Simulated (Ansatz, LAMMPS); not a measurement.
# Squeezing and shearing glassy 56SiO2-26Al2O3-18BaO (mol %) (114 atoms), part 3 of 3

How stiff is glassy 56SiO2-26Al2O3-18BaO (mol %) (114 atoms), and how do its levels respond to strain?

Ansatz 0.2.0; Kohn-Sham DFT, RPBE, PAW (set soft_2), plane waves.

The cell: 19 Si, 18 Al, 6 Ba and 71 O. The quench rate of 20 K/ps is many orders above laboratory rates. The network of bonds at the start is that of the classical potential that made the cell. Sampling is at Γ alone. No spin–orbit coupling is included.

So far. Step 9 (Volume -10 %): The relaxation converged after 18 steps, 5.80 eV below its start, with a largest force component of 0.036 eV/Å. Step 9 (Volume -10 %): Volume -10 %: the energy stands 2.70 eV above that of the reference, at a pressure of 5.65 GPa.

## 10. Stretched by 1 % along x

The relaxed cell is strained along x alone, which gives the stiffness along x and its coupling to y and z.

Contents of input.yaml:

```yaml
crystal:
  lattice:
    - [12.00711, -0.13698, 0.19082]
    - [-0.13835, 11.71259, -0.32738]
    - [0.19273, -0.32738, 12.04181]
  atoms:
    [... the 114 atom lines of step 4 ...]
kpoints:
  mp_grid: { grid: [1, 1, 1] }
hamiltonian:
  xc: rpbe
scf:
  occupations: { method: fixed }
output:
  forces: true
  eigenvalues: true
  stress: true
relax:
  f_tol: 0.05
  max_steps: 70
```

On the command line:

```
> ansatz run input.yaml --threads 4 --pin off --max-ram 8192MiB --backend cpu --events-out ev --progress --plain --runs-dir out
```

Numbers of over 12 decimals in the logs are rounded to 6 here.

Output:

```text
[...]
Crystal: 114 atoms, lattice volume = 1691.564 Å³
Basis set: ecut = 420 eV, 33035 PW (Γ), exchange–correlation on 162×160×162 points (8 copies of the dense FFT grid, shifted against one another)
Bands: 422, of which v1, the nominal top of the filled ones, is band 308 counted from 1 (307 counted from 0)
Symmetry: 1 space group operations
[...]
k-points: 1
[...]
SCF iter   1: F=—  HF=-98182.832307 eV  |F-HF|=—  |Δ(HF+E_count)|=         —  Δρ=3.88e-3  dr2=2.81e-1  ethr=1.77e-3  ⟨swp⟩=5.0  Hψ=1637  notcnv=0  defer=112
[...]
SCF iter   5: F=—  HF=-98182.811872 eV  |F-HF|=—  |Δ(HF+E_count)|=   4.32e-4  Δρ=1.32e-4  dr2=2.44e-4  ethr=9.00e-8  ⟨swp⟩=2.0  Hψ=721  notcnv=0  defer=112
SCF iter   6: F=-98182.811940 eV  HF=-98182.811928 eV  |F-HF|=1.16e-5  |Δ(HF+E_count)|=   5.60e-5  Δρ=2.45e-5  dr2=1.20e-5  ethr=1.01e-8  ⟨swp⟩=21.0  Hψ=3677  notcnv=0
SCF 1 converged in 6 iterations: F = -98182.811940 eV  dr2 = 1.20e-5
[...]
relax step   1: F+E_penalty+E_count = -98182.81194000 eV  Δ(F+E_penalty+E_count) = +0.000e0 eV  max|allowed force component| = 3.240e-1 eV/Å  Δτ_max = 0.0000 Å  (6 SCF iters, dr2 threshold 6.25e-5 eV, accepted)
[...]
relax step   2: F+E_penalty+E_count = -98182.83313083 eV  Δ(F+E_penalty+E_count) = -2.119e-2 eV  max|allowed force component| = 4.073e-1 eV/Å  Δτ_max = 0.0825 Å  (7 SCF iters, dr2 threshold 6.56e-6 eV, accepted)
[...]
relax step   3: F+E_penalty+E_count = -98182.87618447 eV  Δ(F+E_penalty+E_count) = -4.305e-2 eV  max|allowed force component| = 1.077e-1 eV/Å  Δτ_max = 0.0465 Å  (6 SCF iters, dr2 threshold 1.04e-5 eV, accepted)
relax step   4: F+E_penalty+E_count = -98182.88553511 eV  Δ(F+E_penalty+E_count) = -9.351e-3 eV  max|allowed force component| = 7.313e-2 eV/Å  Δτ_max = 0.0174 Å  (8 SCF iters, accepted)
relax step   5: F+E_penalty+E_count = -98182.86718490 eV  Δ(F+E_penalty+E_count) = +1.835e-2 eV  max|allowed force component| = 1.410e-1 eV/Å  Δτ_max = 0.0964 Å  (9 SCF iters, rejected (line search))
[...]
relax step   6: F+E_penalty+E_count = -98182.89041039 eV  Δ(F+E_penalty+E_count) = -4.875e-3 eV  max|allowed force component| = 4.484e-2 eV/Å  Δτ_max = 0.0184 Å  (9 SCF iters, accepted)
SCF converged after 9 iterations
Free energy (F): -98182.890410 eV
[...]
Internal energy: -98182.890410 eV  (E = F + TS)
E sigma→0 (E₀):  -98182.890410 eV
Fermi energy:    3.560681 eV
[...]
Σ components = -98182.890410   (vs F -98182.890410, Δ=0.00e0)
--- Forces (eV/Å), atoms counted from 1 ---
  atom   1  Si    -0.02689654    -0.01196474     0.01001338
  atom   2  Si     0.00895807    -0.00099442    -0.00620121
  atom   3  Si    -0.01025474     0.00571129    -0.01273413
  atom   4  Si     0.01529177     0.00428259     0.00844737
[...]
atom 114  O      0.00172946    -0.01431164    -0.00553654
  max |Σ_I F_I| component: 1.15e-4 eV/Å
--- Stress (GPa, compression-positive) ---
       -1.004996       0.027844       0.042702
        0.027836      -0.441836       0.000137
        0.042698       0.000132      -0.431016
  P = ⅓ Tr σ = -0.6259 GPa (-6.259 kbar)
--- Band table (eV) ---
[...]
--- Relaxed structure (6 steps of the walk, 5 accepted, 0 SCFs on fresh bases) ---
  F+E_penalty+E_count = -98182.89041039 eV   max|allowed force component| = 4.484e-2 eV/Å
  atoms:
    - { symbol: Si, position: [0.406040, 0.947480, 0.174946] }
    - { symbol: Si, position: [0.112200, 0.264448, 0.646537] }
    - { symbol: Si, position: [0.249110, 0.507211, 0.688040] }
    - { symbol: Si, position: [0.631521, 0.687910, 0.173682] }
[...]
- { symbol: O, position: [0.592333, 0.742194, 0.298713] }
```

The job ended after 2.7 min (4 threads of Intel Xeon Platinum 8223CL at 3.00GHz (Skylake/Cascade Lake), shared host; peak memory 2.3 GiB; 9.7 min of CPU time).

The relaxation converged after 6 steps, 0.0785 eV below its start, with a largest force component of 0.045 eV/Å.

Stretched by 1 % along x: the energy stands 0.0561 eV above that of the reference, at a pressure of -0.626 GPa.

## 11. Compressed by 1 % along x

The relaxed cell is strained along x alone, which gives the stiffness along x and its coupling to y and z.

input.yaml, the sections that differ from step 10:

```yaml
crystal:
  lattice:
    - [11.76935, -0.13698, 0.19082]
    - [-0.13561, 11.71259, -0.32738]
    - [0.18891, -0.32738, 12.04181]
  atoms:
    [... the 114 atom lines of step 4 ...]
# kpoints, hamiltonian, scf, output, relax: as in step 10
```

Output:

```text
[...]
Crystal: 114 atoms, lattice volume = 1658.068 Å³
Basis set: ecut = 420 eV, 32427 PW (Γ), exchange–correlation on 160×160×162 points (8 copies of the dense FFT grid, shifted against one another)
Bands: 422, of which v1, the nominal top of the filled ones, is band 308 counted from 1 (307 counted from 0)
Symmetry: 1 space group operations
[...]
k-points: 1
[...]
SCF iter   1: F=—  HF=-98182.832757 eV  |F-HF|=—  |Δ(HF+E_count)|=         —  Δρ=3.90e-3  dr2=2.76e-1  ethr=1.77e-3  ⟨swp⟩=5.0  Hψ=1637  notcnv=0  defer=112
[...]
SCF iter   6: F=-98182.812104 eV  HF=-98182.812092 eV  |F-HF|=1.22e-5  |Δ(HF+E_count)|=   6.54e-5  Δρ=2.42e-5  dr2=1.15e-5  ethr=1.01e-8  ⟨swp⟩=22.0  Hψ=3503  notcnv=0
SCF 1 converged in 6 iterations: F = -98182.812104 eV  dr2 = 1.15e-5
[...]
relax step   1: F+E_penalty+E_count = -98182.81210433 eV  Δ(F+E_penalty+E_count) = +0.000e0 eV  max|allowed force component| = 3.525e-1 eV/Å  Δτ_max = 0.0000 Å  (6 SCF iters, dr2 threshold 6.25e-5 eV, accepted)
[...]
relax step   2: F+E_penalty+E_count = -98182.83422628 eV  Δ(F+E_penalty+E_count) = -2.212e-2 eV  max|allowed force component| = 3.993e-1 eV/Å  Δτ_max = 0.0834 Å  (6 SCF iters, dr2 threshold 7.77e-6 eV, accepted)
[...]
relax step   3: F+E_penalty+E_count = -98182.88071300 eV  Δ(F+E_penalty+E_count) = -4.649e-2 eV  max|allowed force component| = 1.013e-1 eV/Å  Δτ_max = 0.0501 Å  (6 SCF iters, dr2 threshold 9.97e-6 eV, accepted)
relax step   4: F+E_penalty+E_count = -98182.84553929 eV  Δ(F+E_penalty+E_count) = +3.517e-2 eV  max|allowed force component| = 2.012e-1 eV/Å  Δτ_max = 0.1376 Å  (9 SCF iters, rejected (line search))
relax step   5: F+E_penalty+E_count = -98182.89311604 eV  Δ(F+E_penalty+E_count) = -1.240e-2 eV  max|allowed force component| = 8.397e-2 eV/Å  Δτ_max = 0.0688 Å  (9 SCF iters, accepted)
relax step   6: F+E_penalty+E_count = -98182.89305424 eV  Δ(F+E_penalty+E_count) = +6.180e-5 eV  max|allowed force component| = 1.019e-1 eV/Å  Δτ_max = 0.1000 Å  (9 SCF iters, rejected (line search))
[...]
relax step   7: F+E_penalty+E_count = -98182.89840215 eV  Δ(F+E_penalty+E_count) = -5.286e-3 eV  max|allowed force component| = 1.544e-2 eV/Å  Δτ_max = 0.0500 Å  (8 SCF iters, accepted)
SCF converged after 8 iterations
Free energy (F): -98182.898402 eV
[...]
Internal energy: -98182.898402 eV  (E = F + TS)
E sigma→0 (E₀):  -98182.898402 eV
Fermi energy:    3.753315 eV
[...]
--- Forces (eV/Å), atoms counted from 1 ---
  atom   1  Si     0.00045035     0.00702807     0.00161317
  atom   2  Si    -0.00111487    -0.00727419    -0.00244961
  atom   3  Si     0.00726645     0.00445684     0.00055996
  atom   4  Si     0.00026540     0.00402825    -0.00127349
  atom   5  Si    -0.00017967    -0.00316684    -0.00052092
  atom   6  Si    -0.00472447    -0.00077584    -0.00560153
  atom   7  Si     0.00039909    -0.00056652     0.00285815
  atom   8  Si    -0.00675530     0.00069322     0.00024510
  atom   9  Si    -0.00464657    -0.00421651    -0.00273824
  atom  10  Si    -0.00259242    -0.00194814     0.00044079
  atom  11  Si     0.00110887     0.00445688    -0.00153268
  atom  12  Si     0.01474254     0.00341435    -0.00559439
  atom  13  Si    -0.00510384     0.00030449    -0.00329306
  atom  14  Si     0.00569186     0.01133080    -0.00254277
[...]
atom 113  O      0.00038590    -0.00321687     0.00110357
  atom 114  O      0.00022843    -0.00052916     0.00415506
  max |Σ_I F_I| component: 1.54e-4 eV/Å
--- Stress (GPa, compression-positive) ---
        0.941829      -0.043243      -0.054035
       -0.043248       0.407353      -0.021132
       -0.054040      -0.021137       0.426003
  P = ⅓ Tr σ = 0.5917 GPa (5.917 kbar)
--- Band table (eV) ---
[...]
--- Relaxed structure (7 steps of the walk, 5 accepted, 0 SCFs on fresh bases) ---
  F+E_penalty+E_count = -98182.89840215 eV   max|allowed force component| = 1.544e-2 eV/Å
  atoms:
    - { symbol: Si, position: [0.403358, 0.947142, 0.175355] }
    - { symbol: Si, position: [0.114398, 0.262488, 0.646025] }
    - { symbol: Si, position: [0.246454, 0.508394, 0.687238] }
    - { symbol: Si, position: [0.634222, 0.689077, 0.175915] }
[...]
- { symbol: O, position: [0.594766, 0.745595, 0.300193] }
```

Run time: 3.1 min. Hardware: 4 threads; peak memory 2.3 GiB; 11 min of CPU time.

The relaxation converged after 7 steps, 0.0863 eV below its start, with a largest force component of 0.015 eV/Å.

Compressed by 1 % along x: the energy stands 0.0481 eV above that of the reference, at a pressure of 0.592 GPa.

## 12. Sheared by 2 % in xy

A shear of the relaxed cell gives the modulus that volume changes can't reach.

input.yaml, the sections that differ from step 11:

```yaml
crystal:
  lattice:
    - [11.88686, -0.0181, 0.19082]
    - [-0.01985, 11.71122, -0.32738]
    - [0.18755, -0.32547, 12.04181]
  atoms:
    [... the 114 atom lines of step 4 ...]
# kpoints, hamiltonian, scf, output, relax: as in step 11
```

Output:

```text
[...]
Crystal: 114 atoms, lattice volume = 1674.648 Å³
Basis set: ecut = 420 eV, 32697 PW (Γ), exchange–correlation on 160×160×162 points (8 copies of the dense FFT grid, shifted against one another)
Bands: 422, of which v1, the nominal top of the filled ones, is band 308 counted from 1 (307 counted from 0)
Symmetry: 1 space group operations
[...]
k-points: 1
[...]
SCF iter   1: F=—  HF=-98182.763726 eV  |F-HF|=—  |Δ(HF+E_count)|=         —  Δρ=3.89e-3  dr2=2.78e-1  ethr=1.77e-3  ⟨swp⟩=5.0  Hψ=1635  notcnv=0  defer=112
[...]
SCF iter   5: F=—  HF=-98182.743403 eV  |F-HF|=—  |Δ(HF+E_count)|=   4.32e-4  Δρ=1.30e-4  dr2=2.35e-4  ethr=8.61e-8  ⟨swp⟩=2.0  Hψ=721  notcnv=0  defer=112
SCF iter   6: F=-98182.743465 eV  HF=-98182.743454 eV  |F-HF|=1.12e-5  |Δ(HF+E_count)|=   5.05e-5  Δρ=2.46e-5  dr2=1.20e-5  ethr=1.01e-8  ⟨swp⟩=20.0  Hψ=4004  notcnv=0
SCF 1 converged in 6 iterations: F = -98182.743465 eV  dr2 = 1.20e-5
[...]
relax step   1: F+E_penalty+E_count = -98182.74346489 eV  Δ(F+E_penalty+E_count) = +0.000e0 eV  max|allowed force component| = 4.634e-1 eV/Å  Δτ_max = 0.0000 Å  (6 SCF iters, dr2 threshold 6.25e-5 eV, accepted)
[...]
relax step   2: F+E_penalty+E_count = -98182.78612752 eV  Δ(F+E_penalty+E_count) = -4.266e-2 eV  max|allowed force component| = 3.645e-1 eV/Å  Δτ_max = 0.1164 Å  (6 SCF iters, dr2 threshold 1.34e-5 eV, accepted)
[...]
relax step   3: F+E_penalty+E_count = -98182.84757854 eV  Δ(F+E_penalty+E_count) = -6.145e-2 eV  max|allowed force component| = 1.863e-1 eV/Å  Δτ_max = 0.0604 Å  (6 SCF iters, dr2 threshold 8.30e-6 eV, accepted)
relax step   4: F+E_penalty+E_count = -98182.74368056 eV  Δ(F+E_penalty+E_count) = +1.039e-1 eV  max|allowed force component| = 4.047e-1 eV/Å  Δτ_max = 0.2000 Å  (7 SCF iters, dr2 threshold 9.06e-6 eV, rejected (line search))
relax step   5: F+E_penalty+E_count = -98182.87169510 eV  Δ(F+E_penalty+E_count) = -2.412e-2 eV  max|allowed force component| = 5.253e-2 eV/Å  Δτ_max = 0.0368 Å  (9 SCF iters, accepted)
relax step   6: F+E_penalty+E_count = -98182.86720981 eV  Δ(F+E_penalty+E_count) = +4.485e-3 eV  max|allowed force component| = 1.020e-1 eV/Å  Δτ_max = 0.1000 Å  (9 SCF iters, rejected (line search))
[...]
relax step   7: F+E_penalty+E_count = -98182.87558338 eV  Δ(F+E_penalty+E_count) = -3.888e-3 eV  max|allowed force component| = 4.257e-2 eV/Å  Δτ_max = 0.0257 Å  (8 SCF iters, accepted)
SCF converged after 8 iterations
Free energy (F): -98182.875583 eV
[...]
Internal energy: -98182.875583 eV  (E = F + TS)
E sigma→0 (E₀):  -98182.875583 eV
Fermi energy:    3.656078 eV
[...]
Σ components = -98182.875583   (vs F -98182.875583, Δ=0.00e0)
--- Forces (eV/Å), atoms counted from 1 ---
  atom   1  Si     0.00669323    -0.00317906     0.01359215
  atom   2  Si     0.00216575    -0.00018164    -0.01864252
  atom   3  Si    -0.01014038    -0.00419110    -0.00114955
  atom   4  Si     0.01374670    -0.00508572    -0.00527390
[...]
atom 114  O     -0.00656082    -0.00625009     0.00092667
  max |Σ_I F_I| component: 2.00e-4 eV/Å
--- Stress (GPa, compression-positive) ---
        0.046086      -0.617199       0.020936
       -0.617208      -0.092146       0.050543
        0.020932       0.050537       0.000685
  P = ⅓ Tr σ = -0.0151 GPa (-0.151 kbar)
--- Band table (eV) ---
[...]
--- Relaxed structure (7 steps of the walk, 5 accepted, 0 SCFs on fresh bases) ---
  F+E_penalty+E_count = -98182.87558338 eV   max|allowed force component| = 4.257e-2 eV/Å
  atoms:
    - { symbol: Si, position: [0.405451, 0.946983, 0.173690] }
    - { symbol: Si, position: [0.112606, 0.265213, 0.646967] }
    - { symbol: Si, position: [0.248232, 0.506684, 0.686654] }
    - { symbol: Si, position: [0.632222, 0.688065, 0.174134] }
[...]
- { symbol: O, position: [0.593245, 0.741876, 0.299486] }
```

Run time: 3 min. Hardware: 4 threads; peak memory 2.3 GiB; 11 min of CPU time.

The relaxation converged after 7 steps, 0.132 eV below its start, with a largest force component of 0.043 eV/Å.

Sheared by 2 % in xy: the energy stands 0.0709 eV above that of the reference, at a pressure of -0.0151 GPa.

## 13. Pressure against volume

Atoms are relaxed at each volume, in the scaled cell.

```tsv
volume change (%)	volume (Å³/atom)	energy change (meV/atom)	pressure (GPa)	largest move on relaxing (Å)	bonds	gap (eV)
-10	13.222	23.67	5.65	1.25	196	4.20
-6	13.810	9.57	3.47	0.36	194	4.23
-3	14.251	2.46	1.79	0.12	191	4.13
+0	14.691	0.00	0.00	-	185	4.00
+3	15.132	2.32	-1.63	0.15	183	3.84
+6	15.573	8.45	-2.88	0.60	180	3.53
```

## 14. Uniaxial strain and shear

Stress (GPa, compression positive) less that of the relaxed cell, atoms relaxed:

```tsv
strain	xx	yy	zz	xy	energy change (meV/atom)
stretched by 1 % along x	-1.012	-0.442	-0.438	0.024	0.49
compressed by 1 % along x	0.935	0.407	0.419	-0.047	0.42
sheared by 2 % in xy	0.039	-0.093	-0.007	-0.621	0.62
```

## 15. What came out

The bulk modulus, from the slope of pressure against ln V over the three points nearest the relaxed volume, is 57.1 GPa; between neighbouring points the slope runs 50, 53, 59, 55 and 43 GPa from the smallest volume up, without a steady fall, so no pressure derivative is given. The count of bonds runs from 180 to 196 over the series, so at some points contacts cross the cutoffs. At -10 % and +6 % some atom moved by over 0.5 Å on relaxing, so those points may sit in another local minimum. The gap goes from 4.20 eV at the smallest volume to 3.53 eV at the largest, -4.0 eV per unit of ln V by a straight line, not monotonically (lowest 3.53, highest 4.23 eV), on the run's k-points. In the Cartesian axes of the cell, finite differences give C11 = 97.3, C12 = 42.5, C13 = 42.9 and C66 = 31.0 GPa (the shear of 2 % is the engineering strain, εxy = 0.01). The mean of C11, C12 and C13, which equals the bulk modulus in a cubic or isotropic solid, is 60.9 GPa: it agrees with the bulk modulus within 10 %. For an isotropic solid C66 would equal (C11 − C12)/2 = 27.4 GPa; so small a sample needn't be isotropic, and C66 rests on one shear. With the bulk modulus and C66 as K and G, Young's modulus would be about 79 GPa and Poisson's ratio 0.27.

**Limits.** Strains are finite and relaxations stop at the force tolerance of the input, which can leave moduli too stiff; they are those of a static cell at zero temperature. Volumes are changed with the cell's shape held, so in an anisotropic solid the modulus lies over the one under free hydrostatic load. The program notes that the SCF threshold of the relaxations is loose for the stress.

The DFT runs together took 31 min of wall time.

[Logs are printed without paths, hosts, clocks, repeated set-up lines and the standing remarks that a program may print on its own settings, such as how far it seeks lower states.]

[Hosts, paths, dates, database ids (printed as entryN), source tags and the programs' standing remarks are cut or masked in the printed files.]
